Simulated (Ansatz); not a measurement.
**Ag2Bi (built on the YAu2 structure): following an unstable mode**

Which phase does Ag2Bi (built on the YAu2 structure) fall into along its unstable mode, and how much energy does it gain?

Calculated with Ansatz 0.2.0; DFT PBEsol, scalar-relativistic, plane waves, PAW.

The structure was built from a prototype and need not be the compound's stable phase.

## (1) The starting structure

The structure is tetragonal, space group I4/mmm (No. 139). Conventional cell: a = 3.504 Å, b = 3.504 Å, c = 10.288 Å, α = 90.00°, β = 90.00°, γ = 90.00°. Nearest to Bi lie 10 Ag at 3.12 to 3.25 Å. Nearest to Ag lie 4 Ag at 2.83 Å and 5 Bi at 3.12 to 3.25 Å. Farther neighbours, and contacts between anions beyond the nearest, are not listed.

## (2) The dispersion

Stability and thermal properties need the whole zone. Linear response on a 2×2×2 q mesh gives force constants as far as a supercell of that size would.

Contents of input.yaml:

```yaml
crystal:
  lattice:
    - [-1.7521753339, 1.7521753339, 5.1442189493]
    - [1.7521753339, -1.7521753339, 5.1442189493]
    - [1.7521753339, 1.7521753339, -5.1442189493]
  atoms:
    - { symbol: Bi, position: [0.0, 0.0, 0.0] }
    - { symbol: Ag, position: [0.6840593265, 0.6840593265, 0.0] }
    - { symbol: Ag, position: [0.3159406735, 0.3159406735, 0.0] }
kpoints:
  mp_grid: { grid: [16, 16, 16] }
hamiltonian:
  xc: pbesol
scf:
  occupations: { method: methfessel_paxton, width: 0.2 }
output:
  eigenvalues: true
phonons:
  method: dfpt
  qmesh: [2, 2, 2]
  temperatures: { t_max: 1000, t_step: 50 }
  qpath:
    path:
      - [[0.0, 0.0, 0.0], [0.0, 0.0, 0.5], [0.25, 0.25, 0.25], [0.0, 0.5, 0.0], [0.0, 0.0, 0.0], [0.5, 0.5, -0.5], [0.27900389, 0.72099611, -0.27900389]]
      - [[-0.27900389, 0.27900389, 0.27900389], [0.0, 0.0, 0.0]]
      - [[0.0, 0.0, 0.5], [-0.05800778, 0.05800778, 0.5]]
      - [[0.5, 0.5, -0.05800778], [0.5, 0.5, -0.5]]
    npoints: 10
```

Command:

```
ansatz run input.yaml --threads 8 --pin off --max-ram 14336MiB --backend cpu --events-out ev --progress --plain --runs-dir out
```

Log:

```text
Engine: ansatz 0.2.0, aarch64-unknown-linux-gnu
Pseudopotentials: kind: paw
Pseudopotential: Bi, paw, valence charge 15, recommended cutoff 420 eV (normal), Bi.paw.azcp
Pseudopotential: Ag, paw, valence charge 19, recommended cutoff 420 eV (normal), Ag.paw.azcp
Functional definition: PBEsol
  exchange = pbesol_x
  correlation = pbesol_c
Crystal: 3 atoms, lattice volume = 63.173 Å³
Basis set: ecut = 420 eV, 1217 PW (Γ), exchange–correlation on 80×80×80 points (8 copies of the dense FFT grid, shifted against one another)
Bands: 32, of which v1, the nominal top of the filled ones, is band 27 counted from 1 (26 counted from 0)
Symmetry: 16 space group operations
k-points: 349 of 4096
Non-local potential: Bi, projectors of the file, l = 0: 2, l = 1: 2, l = 2: 2, l = 3: 2
Non-local potential: Ag, projectors of the file, l = 0: 3, l = 1: 2, l = 2: 2, l = 3: 1
PAW form: soft (Blöchl's): semilocal exchange-correlation on the pseudo side does not see the compensation charge
PAW frozen core: Bi, regenerated for the run's functional, and the local potential with it (the file was generated under x = pbe(κ = 0.804, μ = 0.219515), c = pbe(β = 0.066725))
PAW frozen core: Ag, regenerated for the run's functional, and the local potential with it (the file was generated under x = pbe(κ = 0.804, μ = 0.219515), c = pbe(β = 0.066725))
PAW one-centre angular grid: Bi, 590 points (default); XC on 64 Gauss nodes
PAW one-centre angular grid: Ag, 590 points (default); XC on 64 Gauss nodes
Initial density: superposition of atomic densities (neutral atoms: chi_scale 0, normalization atom), corrected by the library's trained network
Initial wavefunctions: pseudopotential atomic-orbital guess
Functional: x = pbesol(κ = 0.804, μ = 0.123457), c = pbesol(β = 0.046)
SCF iter   1: F=—  HF=-27286.226631 eV  |F-HF|=—  |Δ(HF+E_count)|=         —  Δρ=7.32e-3  dr2=3.28e-2  ethr=1.77e-3  ⟨swp⟩=5.2  Hψ=38507  notcnv=0
preconditioner: auto → Kerker (q_TF=auto, 2.650 Å⁻¹)  [metal: Δε(μ)=0.009 eV  Ē_g=14.252 eV  σ=0.200 eV  W_gap=0.04  n_scr=24 (ndim 8)  ℏωp=28.4 eV  f_vac=0.000  D(μ)=1.02/eV (n_scr^D=2)]
SCF iter   2: F=—  HF=-27286.219393 eV  |F-HF|=—  |Δ(HF+E_count)|=   7.24e-3  S|Δr|=    0.00e0  Δρ=1.83e-3  dr2=1.87e-3  ethr=6.20e-5  ⟨swp⟩=2.0  Hψ=17888  notcnv=0
SCF iter   3: F=—  HF=-27286.218954 eV  |F-HF|=—  |Δ(HF+E_count)|=   4.39e-4  S|Δr|=    0.00e0  Δρ=8.38e-4  dr2=3.18e-4  ethr=3.52e-6  ⟨swp⟩=2.3  Hψ=14374  notcnv=0
SCF iter   4: F=—  HF=-27286.218893 eV  |F-HF|=—  |Δ(HF+E_count)|=   6.13e-5  S|Δr|=    0.00e0  Δρ=1.51e-4  dr2=2.43e-5  ethr=6.00e-7  ⟨swp⟩=2.9  Hψ=22182  notcnv=0
SCF iter   5: F=—  HF=-27286.218894 eV  |F-HF|=—  |Δ(HF+E_count)|=   1.09e-6  S|Δr|=    0.00e0  Δρ=4.16e-5  dr2=2.14e-6  ethr=4.59e-8  ⟨swp⟩=2.7  Hψ=15289  notcnv=0
SCF iter   6: F=—  HF=-27286.218887 eV  |F-HF|=—  |Δ(HF+E_count)|=   6.80e-6  S|Δr|=    0.00e0  Δρ=1.06e-5  dr2=1.12e-7  ethr=4.04e-9  ⟨swp⟩=2.3  Hψ=15527  notcnv=0
SCF iter   7: F=—  HF=-27286.218887 eV  |F-HF|=—  |Δ(HF+E_count)|=   2.13e-8  S|Δr|=    0.00e0  Δρ=3.92e-6  dr2=1.42e-8  ethr=2.11e-10  ⟨swp⟩=2.1  Hψ=16074  notcnv=0
SCF iter   8: F=—  HF=-27286.218887 eV  |F-HF|=—  |Δ(HF+E_count)|=   3.15e-9  S|Δr|=    0.00e0  Δρ=1.04e-6  dr2=7.26e-10  ethr=2.68e-11  ⟨swp⟩=2.0  Hψ=16035  notcnv=0
SCF iter   9: F=—  HF=-27286.218887 eV  |F-HF|=—  |Δ(HF+E_count)|=  1.31e-10  S|Δr|=    0.00e0  Δρ=2.05e-7  dr2=3.85e-11  ethr=1.37e-12  ⟨swp⟩=2.0  Hψ=15161  notcnv=0
SCF iter  10: F=-27286.218887 eV  HF=-27286.218887 eV  |F-HF|=0.00e0  |Δ(HF+E_count)|=  7.28e-12  S|Δr|=    0.00e0  Δρ=6.16e-8  dr2=1.81e-12  ethr=1.00e-12  ⟨swp⟩=9.8  Hψ=63318  notcnv=0
SCF 1 converged in 10 iterations: F = -27286.218887 eV  dr2 = 1.81e-12
  greatest PAW one-centre occupation: 1.001 electrons in one spin orbital (limit 2), on the Ag atom at site 2 (counted from 0), in its partial waves of l = 0
phonons: the bands overlap, so this run is a metal and interpolates without the dipole-dipole term. If the crystal is really an insulator or semiconductor, its LO-TO splitting is missing
NSCF: frozen V_eff on 349 k-points
WARN: eigensolver did not converge (k=12): 1 band(s) unlocked after 20 sweeps at ethr=1.42e-12 eV (storage-precision floor; scheduled 1.00e-12 eV) (lowest unlocked band 31, counted from 0; max residual 1.10e-5 eV among the unlocked bands, 1.10e-5 eV over every band; other slots of this pass that fall short are told together in one closing line; warning suppressed until the next SCF loop or pass starts)
WARN: eigensolver did not converge in 6 slots of this pass, the one above among them; of largest residual over every band (k=82): 1 band(s) unlocked (lowest unlocked band 31, counted from 0; max residual 1.71e-5 eV among the unlocked bands, 1.71e-5 eV over every band); of lowest unlocked band (k=12): band 31
NSCF: frozen V_eff on 621 k-points
DFPT response loops at q = (0, 0, 0) (fractional): preconditioner auto → Kerker (q_TF=auto, 2.650 Å⁻¹) (partly filled bands, converged f_vac=0.000); β = 1.00, the filter's whole step (`scf.mixing.beta` (0.50) is not read by the response loops under this deck's `scf.mixing.preconditioner`; to damp them name `kerker` or `kerker_dos`, under which they read `scf.mixing.beta`, and type it under 1.00, their step now; both keys bind the ground state too); Broyden in place of MSR1
NSCF: frozen V_eff on 2196 k-points
DFPT response loops at q = (0, 0, -0.5) (fractional): mixed as the last ones told, above
NSCF: frozen V_eff on 2196 k-points
DFPT response loops at q = (0, -0.5, 0) (fractional): mixed as the last ones told, above
NSCF: frozen V_eff on 1242 k-points
DFPT response loops at q = (-0.5, -0.5, -0.5) (fractional): mixed as the last ones told, above
SCF converged after 10 iterations
Stability not checked: this state was not tested for a lower state beside it, because cold or Methfessel-Paxton smearing, or corrected tetrahedra, fill the levels in a way that the test cannot read (fill_not_monotonic; see scf.lower_state_search)
Free energy (F): -27286.218887 eV
Harris-Foulkes:  -27286.218887 eV  (|F-HF|=0.00e0)
Internal energy: -27286.218327 eV  (E = F + TS)
E sigma→0 (E₀):  -27286.218747 eV
Entropy (-TS):   -0.000560 eV (-0.187 meV/atom)
Fermi energy:    15.236374 eV
--- Per-component energies (eV) ---
  E_band       = -584.426516
  E_kinetic    = 1358.061705
  E_local      = -6391.414849  (includes V_loc(G=0)·N_el)
  E_nonlocal   = 727.906506
  E_hartree    = 2722.445529
  E_xc         = -518.058725
  E_vxc        = -613.351353  (∫ρ·V_xc dr)
  E_paw        = -18179.075139  (= ΣΔE_a)
  E_vpaw       = -1110.519785  (= ΣTr[D̂ρ^β])
  E_aug_tail   = 0.000122  (compensation charges beyond the density's cutoff)
  E_ewald      = -7006.818705
  E_core_change = 0.735230  (= ΣΔE_core)
  E_smearing   = -0.000560  (= −TS)
  E_closure    = 0.000000  (closes the sum)
  Σ components = -27286.218887   (vs F -27286.218887, Δ=0.00e0)
--- Band table (eV; the first three rows and the last of 349) ---
  k-point 0: bands = [... 23 lower, 11.7548, 12.4601, 12.7362, 17.9654, 17.9654, 19.9897, 21.6389, 21.6389, ... 1 higher]
  k-point 1: bands = [... 23 lower, 11.7487, 12.5209, 12.8365, 17.1320, 17.6000, 20.7815, 20.9838, 21.2374, ... 1 higher]
  k-point 2: bands = [... 23 lower, 11.6994, 12.7228, 13.1642, 15.9435, 16.8283, 19.6768, 20.3509, 22.6265, ... 1 higher]
  k-point 348: bands = [... 23 lower, 11.2557, 11.7614, 16.7413, 16.7413, 18.2543, 18.4755, 22.4645, 23.7194, ... 1 higher]
--- Phonons (Γ-DFPT): 4 representative perturbations + reference (Σ response iterations 12) ---
  ASR residual: 4.740e-5 → 0.000e0 eV/Å²; symmetrization residual: 4.472e-5 eV/Å²
  ASR residual per site (eV/Å²): 4.74e-5 3.02e-5 3.02e-5
  Γ frequencies (cm⁻¹): 0.00 0.00 0.00 59.18 59.18 97.30 106.00 125.36 125.36
--- Phonons (arbitrary-q DFPT): 4 irreducible q on the 2×2×2 mesh ---
  q = [0.0000, 0.0000, 0.0000] (star 1, of the zone-centre solve; hermiticity 2.42e-5, symmetrization 6.63e-13): -0.00 -0.00 0.00 59.18 59.18 97.30 106.00 125.36 125.36
  q = [0.0000, 0.0000, -0.5000] (star 2, 4 solved perturbations in 3438 linear systems a pass and spin channel, the states on 1098 of 4096 k-point pairs; hermiticity 1.74e-5, symmetrization 1.22e-6): -32.91 27.81 51.82 60.54 81.46 84.50 90.75 129.42 134.18
  q = [0.0000, -0.5000, 0.0000] (star 4, 6 solved perturbations on 1098 of 4096 k-point pairs; hermiticity 1.23e-5, symmetrization 2.87e-6): -18.47 49.12 49.72 50.26 92.00 92.29 97.33 123.12 125.48
  q = [-0.5000, -0.5000, -0.5000] (star 1, 4 solved perturbations in 1940 linear systems a pass and spin channel, the states on 621 of 4096 k-point pairs; hermiticity 1.64e-5, symmetrization 3.29e-6): 41.57 41.57 47.71 47.71 71.44 73.83 102.27 122.86 122.86
  sum rule: each row above includes the acoustic sum rule's correction from the zone centre's row sums; it moved no ω² by more than (0.28 cm⁻¹)²
  mesh force constants: q→R imaginary residual 1.27e-17; ASR residual 4.740e-5 → 0.000e0 eV/Å²; symmetrization residual 8.882e-16 eV/Å²
  interpolated dispersion: 94 rows × 9 modes
  density of states and harmonic sums: on the 20×20×26 q-mesh, interpolated from the force constants of a 2×2×2 supercell (no non-analytic term)
  largest difference from the sums on the solved wave vectors: F 3.09e-1 eV, S 3.91e-4 and C_V 8.27e-5 eV/K
  zero-point energy: 0.041653 eV/cell   skipped modes (ω ≤ 0): 485, of them read as no rigid motion or as one in doubt: 482 (1.771e-1 modes/cell left out, lowest -32.91 cm⁻¹)   left out of the sums: 1.97e-2 of the cell's modes: C_V's classical limit lies that fraction below 3 k_B per atom; for a crystal, a wire or a layer, F and S can be off by more, and a phonons.interpolated_qmesh denser along its periods is the remedy for the sampling
```

Elapsed: 8.7 min, on 8 threads of Arm Neoverse V2, shared host; peak memory 5.2 GiB; 68 min of CPU time.

In the SCF lines HF is the Harris–Foulkes energy and dr2 the Hartree energy of the density residual, in eV; the loop may stop once dr2 is under the threshold and the program's other checks hold. Hψ counts applications of the Hamiltonian.

Read from the output:

```
volume per atom                                         : 21.06 Å³
gap on the k-mesh                                       : 0 eV
sum-rule residual before enforcement                    : 4.74e-5 eV/Å²
lowest frequency on the path                            : -32.91 cm⁻¹
point group                                             : 4/mmm
highest frequency on path, mesh or solved points        : 134.2 cm⁻¹
highest optical mode at the zone centre (no LO-TO term) : 125.4 cm⁻¹
lowest optical zone-centre mode                         : 59.18 cm⁻¹
lowest mode on the q mesh (acoustic modes at Γ apart)   : -32.91 cm⁻¹
```

Frequencies (cm⁻¹) solved at each irreducible wavevector; negative means imaginary. Frequencies by wavevector, by row:

```
q in reciprocal lattice units  star  mode 1  mode 2  mode 3  mode 4  mode 5  mode 6  mode 7  mode 8  mode 9
                        0 0 0     1       0       0       0    59.2    59.2    97.3     106   125.4   125.4
                     0 0 -0.5     2   -32.9    27.8    51.8    60.5    81.5    84.5    90.8   129.4   134.2
                     0 -0.5 0     4   -18.5    49.1    49.7    50.3      92    92.3    97.3   123.1   125.5
               -0.5 -0.5 -0.5     1    41.6    41.6    47.7    47.7    71.4    73.8   102.3   122.9   122.9
```

Interpolated from a 2×2×2 q mesh, rough between the solved points. Phonon branches along the path, in cm⁻¹:

```
     point  branch 1  branch 2  branch 3  branch 4  branch 5  branch 6  branch 7  branch 8  branch 9
         Γ         0         0         0        59        59        97       106       125       125
   halfway        12        41        43        54        76        84       115       118       127
         X       -33        28        52        60        82        84        91       129       134
   halfway       -30        19        52        66        81        82        91       130       134
         P       -19       -19        52        74        74        80        92       132       132
   halfway        21        24        53        65        66        88       104       127       128
         N       -18        49        50        50        92        92        97       123       126
   halfway        29        38        42        62        70        76       114       116       129
         Γ         0         0         0        59        59        97       106       125       125
   halfway        24        24        40        56        56        92       104       124       124
         M        42        42        48        48        71        74       102       123       123
   halfway        22        33        46        60        76        82       109       118       124
         S        10        18        50        67        86        92       103       123       124
jump to S0        10        18        50        67        86        92       103       123       124
   halfway        38        38        40        65        70        73       114       115       130
         Γ         0         0         0        59        59        97       106       125       125
 jump to X       -33        28        52        60        82        84        91       129       134
   halfway       -31        28        52        61        81        82        93       129       134
         R       -26        28        52        61        78        80        96       129       134
jump to G′       -26        28        52        61        78        80        96       129       134
   halfway        36        40        45        56        74        78       112       116       130
         M        42        42        48        48        71        74       102       123       123
```

The phonon branches as a text plot (rows in cm⁻¹; labels by their first letter):

```
    131 |      **********     ****              *****  *******
    124 |********        *****   ****************   ***  **   ***
    117 |    **               ***          ***   ***       ****
    110 | ***  *              ** ***       ****   *****   *****
    103 |*      *       **** *      *******      *       *     **
     96 |**     **    **    *     ****         **     * *
     89 |  *   * *****  ******   *    **    *****   ** *
     82 |   * **********      *            *  *  **    **
     75 |    **      **   *    **       ******    **    *********
     68 |   **      * ****     **       *   ***    *     * *
     61 |****     **   ****   * ******         *  * ********
     54 |  *  * ********** * *   **   **  **    ** *** **** **
     47 |   *  **         *****         ** ********        ** ***
     40 |  * ***              ****    * ***     *  **     *******
     33 |    *            *            *  **      **     ** ***
     26 |   *   ****     *     ****  **    *** * *  ** **
     19 | ****          **    *  **             *    *
     12 | **  *     *  ** *       ** *      * **      *
      5 | *                        **        **       *
     -2 |*
     -9 |      *      **
    -15 |            **    ***
    -22 |       *                                       *
    -29 |        ****                                  *
         Γ         X P      N      Γ    M     S|S    Γ|R|G      M
```

Symmetry leaves 4 wavevectors to solve. The lowest mode among them, the acoustic zeros apart, lies at q = (0, 0, -0.5) and is imaginary, 32.9i cm⁻¹, so the energy falls along it.

## (3) The mode frozen in, largest atomic shift 0 Å

The mode followed lies at q = (0, 0, -0.5) with frequency 32.9i cm⁻¹, the softest among the wavevectors solved. At small amplitude the pattern taken leaves space group no. 63 by a symmetry search on the positions. The undistorted cell that holds it gives the zero of energy on the same k mesh.

System of this step: Ag2Bi (built on the YAu2 structure). Symmetry: I4/mmm, No. 139, tetragonal system. The conventional cell has a = 3.504 Å, b = 3.504 Å, c = 10.288 Å, α = 90.00°, β = 90.00°, γ = 90.00°. Nearest to Bi lie 10 Ag at 3.12 to 3.25 Å. Ag has 4 Ag at 2.83 Å and 5 Bi at 3.12 to 3.25 Å nearest. Farther neighbours, and contacts between anions beyond the nearest, are not listed.

Contents of input.yaml:

```yaml
crystal:
  lattice:
    - [3.5043506677, 3.5043506677, 0.0]
    - [-3.5043506677, 3.5043506677, 0.0]
    - [-1.7521753339, 1.7521753339, 5.1442189493]
  atoms:
    - { symbol: Bi, position: [0.5, 0.5, 0.0] }
    - { symbol: Bi, position: [0.0, 0.0, 0.0] }
    - { symbol: Ag, position: [0.5, 0.8159406735, 0.368118653] }
    - { symbol: Ag, position: [0.0, 0.3159406735, 0.368118653] }
    - { symbol: Ag, position: [0.5, 0.1840593265, 0.631881347] }
    - { symbol: Ag, position: [0.0, 0.6840593265, 0.631881347] }
kpoints:
  mp_grid: { grid: [8, 8, 8] }
hamiltonian:
  xc: pbesol
scf:
  occupations: { method: methfessel_paxton, width: 0.2 }
output:
  forces: true
  stress: true
  eigenvalues: true
```

Log:

```text
[...]
Crystal: 6 atoms, lattice volume = 126.347 Å³
Basis set: ecut = 420 eV, 2461 PW (Γ), exchange–correlation on 72×72×80 points (8 copies of the dense FFT grid, shifted against one another)
Bands: 64, of which v1, the nominal top of the filled ones, is band 53 counted from 1 (52 counted from 0)
Symmetry: 16 space group operations
[...]
k-points: 105 of 512
[...]
k-point 0: bands = [... 49 lower, 12.4628, 12.7360, 14.2246, 15.8624, 15.9225, 16.2997, 17.9602, 17.9609, ... 7 higher]
  k-point 1: bands = [... 49 lower, 12.2408, 13.7327, 13.8149, 15.8604, 16.3108, 16.5190, 17.7261, 17.7268, ... 7 higher]
  k-point 2: bands = [... 49 lower, 12.9387, 12.9392, 15.2730, 15.8584, 16.3232, 17.2630, 17.2637, 17.6223, ... 7 higher]
  k-point 104: bands = [... 49 lower, 11.7716, 12.2827, 12.2827, 15.7622, 15.7622, 16.8739, 16.8739, 19.0608, ... 7 higher]
[key lines of the parts left out:]
SCF converged after 7 iterations
Free energy (F): -54572.440123 eV
Fermi energy:    15.229297 eV
P = ⅓ Tr σ = -0.0337 GPa (-0.337 kbar)
```

It took 4.8 s on 8 threads; peak memory 1 GiB; 36 s of CPU time.

Read from the output:

- pressure: -0.03366 GPa
- energy from the undistorted cell: 0 meV/atom

The run ends at a pressure of -0.03 GPa, with forces up to 0.0054 eV/Å.

(Part 1 of 3 ends here.)

[Long decimals in the printed logs are rounded to 6 places.]

[Logs are printed without paths, hosts, clocks, repeated set-up lines and the standing remarks that a program may print on its own settings, such as how far it seeks lower states.]

[Hosts, paths, dates, database ids (printed as entryN), source tags and the programs' standing remarks are cut or masked in the printed files.]

[Where the starting crystal was built by hand or by swapping elements, it need not be the compound's stable phase.]
